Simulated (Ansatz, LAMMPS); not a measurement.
# Compressing and expanding amorphous 84SiO2-16PbO (mol %) (122 atoms): runs compared

Aim: relax amorphous 84SiO2-16PbO (mol %) (122 atoms), then change its volume to read the bulk modulus from the stress.

Computed with Ansatz 0.2.0: Kohn-Sham DFT, PBE, PAW (set soft_2), plane waves.

**1. The cell as built**

The cell holds 122 atoms: 36 Si, 7 Pb and 79 O. Its edges and angles: a = 12.166 Å, b = 12.166 Å, c = 12.166 Å, α = 90.0°, β = 90.0°, γ = 90.0°. 122 atoms (36 Si, 7 Sr, 79 O) placed at random at 2.61 g/cm³, melted at 5000 K for 10 ps at fixed volume with the Morse and Coulomb pair potential with partial charges (Pedone, Malavasi, Menziani, Cormack and Segre, J. Phys. Chem. B 110, 11780 (2006)). Quenched from 5000 K to 300 K at 100 K/ps and fixed volume, held 10 ps at zero pressure, then minimised at fixed cell. Then Sr was replaced by Pb and the cell scaled by 1.008 (the potential has no terms for the new elements, so the cell is a start for a DFT relaxation).

Limits known from the start: The quench rate of 100 K/ps far exceeds what a furnace or splat quench reaches, so expect more defects and frozen-in strain than in a real sample. The starting topology of bonds comes from the classical model, and needn't be the one that DFT or experiment would give. Only the Γ point is sampled. The levels lack spin–orbit coupling, which is large for the heavy elements here.

**2. The reference run**

The reference is a single point at the end of the relaxation.

Every strained cell starts from the geometry of this run, and its atoms are relaxed with the cell held.

Its input, with most atom lines left out:

```yaml
crystal:
  lattice:
    - [12.54544, 0.49088, -0.11094]
    - [0.49088, 11.81598, -0.32671]
    - [-0.11094, -0.32671, 12.89097]
  atoms:
    - { symbol: Si, position: [0.7834, 0.20203, 0.712] }
    - { symbol: Si, position: [0.0309, 0.0951, 0.34455] }
    - { symbol: Si, position: [0.79257, 0.50452, 0.20859] }
    - { symbol: Si, position: [0.99839, 0.31968, 0.99116] }
    - { symbol: Si, position: [0.61685, 0.2495, 0.87812] }
    - { symbol: Si, position: [0.32939, 0.53252, 0.02272] }
    - { symbol: Si, position: [0.97827, 0.3196, 0.23778] }
    [... atom lines 8 to 122 left out ...]
kpoints:
  mp_grid: { grid: [1, 1, 1] }
hamiltonian:
  xc: pbe
scf:
  occupations: { method: gaussian, width: 0.05 }
output:
  forces: true
  stress: true
  populations: intrinsic
  dos:
    method: { smearing: { sigma: 0.08 } }
    de: 0.1
    projected: { site_lists: { O: [O], Pb: [Pb], Si: [Si] } }
  eigenvalues: true
  write_density: true
  write_potential: true
  volumetric_format: npy
  elf: true
```

```
free energy per atom   : -1239.1472 eV/atom
r.m.s. force component : 0.01499 eV/Å
pressure               : 0.01386 GPa
```

Filled and empty levels are parted by 2.71 eV (at Γ alone); a semilocal functional narrows such gaps, while the missing spin–orbit coupling widens them for these heavy elements, so the errors pull opposite ways. In a disordered cell it changes from sample to sample, and tail or defect levels can set it.

**3. The runs**

Each row is one run, on 4 threads of Arm Neoverse V1, shared host. The free energy is the program's total, comparable only between runs with the same functional, potentials and atoms.

```csv
run,atoms,outcome,"ionic steps, all passes",free energy (eV),time,host memory (GiB)
Single point at the start,122,converged,-,-151167.391,26 s,2.7
Cell and atoms relaxed,122,converged,37,-151175.962,19 min,2.8
Single point at the relaxed geometry,122,converged,-,-151175.962,53 s,2.8
Volume -3 %,122,converged,13,-151175.837,7.1 min,2.7
Volume +3 %,122,converged,9,-151175.836,5.8 min,2.9
Volume -6 %,122,converged,24,-151175.533,14 min,2.7
Volume +6 %,122,converged,11,-151175.376,6.8 min,2.9
Volume -10 %,122,cut at the time limit,4,-151173.409,2.6 min,2.6
```

In some runs the program notes that the exchange-correlation potential is rough where the density is thin and the SCF threshold is loose for the stress.

**4. Pressure against volume**

Atoms are relaxed at each volume, in the scaled cell.

```csv
volume change (%),volume (Å³/atom),energy change (meV/atom),pressure (GPa),largest move on relaxing (Å),bonds,gap (eV)
-6,14.688,3.51,1.52,0.81,160,3.12
-3,15.157,1.02,0.75,0.35,159,2.95
+0,15.626,0.00,0.01,-,159,2.71
+3,16.095,1.03,-0.83,0.31,159,2.57
+6,16.563,4.80,-1.73,0.55,158,2.55
```

**5. What came out**

The bulk modulus, from the slope of pressure against ln V over the three points nearest the relaxed volume, is 26.2 GPa; between neighbouring points the slope runs 25, 24, 29 and 31 GPa from the smallest volume up, without a steady fall, so no pressure derivative is given. The count of bonds runs from 158 to 160 over the series, so at some points contacts cross the cutoffs. At -6 % and +6 % some atom moved by over 0.5 Å on relaxing, so those points may sit in another local minimum. The gap goes from 3.12 eV at the smallest volume to 2.55 eV at the largest, -5.1 eV per unit of ln V by a straight line, on the run's k-points.

Caveats: Strains are finite and relaxations stop at the force tolerance of the input, which can leave moduli too stiff; they are those of a static cell at zero temperature. Volumes are changed with the cell's shape held, so in an anisotropic solid the modulus lies over the one under free hydrostatic load. The program notes that the SCF threshold of the relaxations is loose for the stress.

The DFT runs together took 56 min of wall time.

[Logs are printed without paths, hosts, clocks, repeated set-up lines and the standing remarks that a program may print on its own settings, such as how far it seeks lower states.]

[Hosts, paths, dates, database ids (printed as entryN), source tags and the programs' standing remarks are cut or masked in the printed files.]
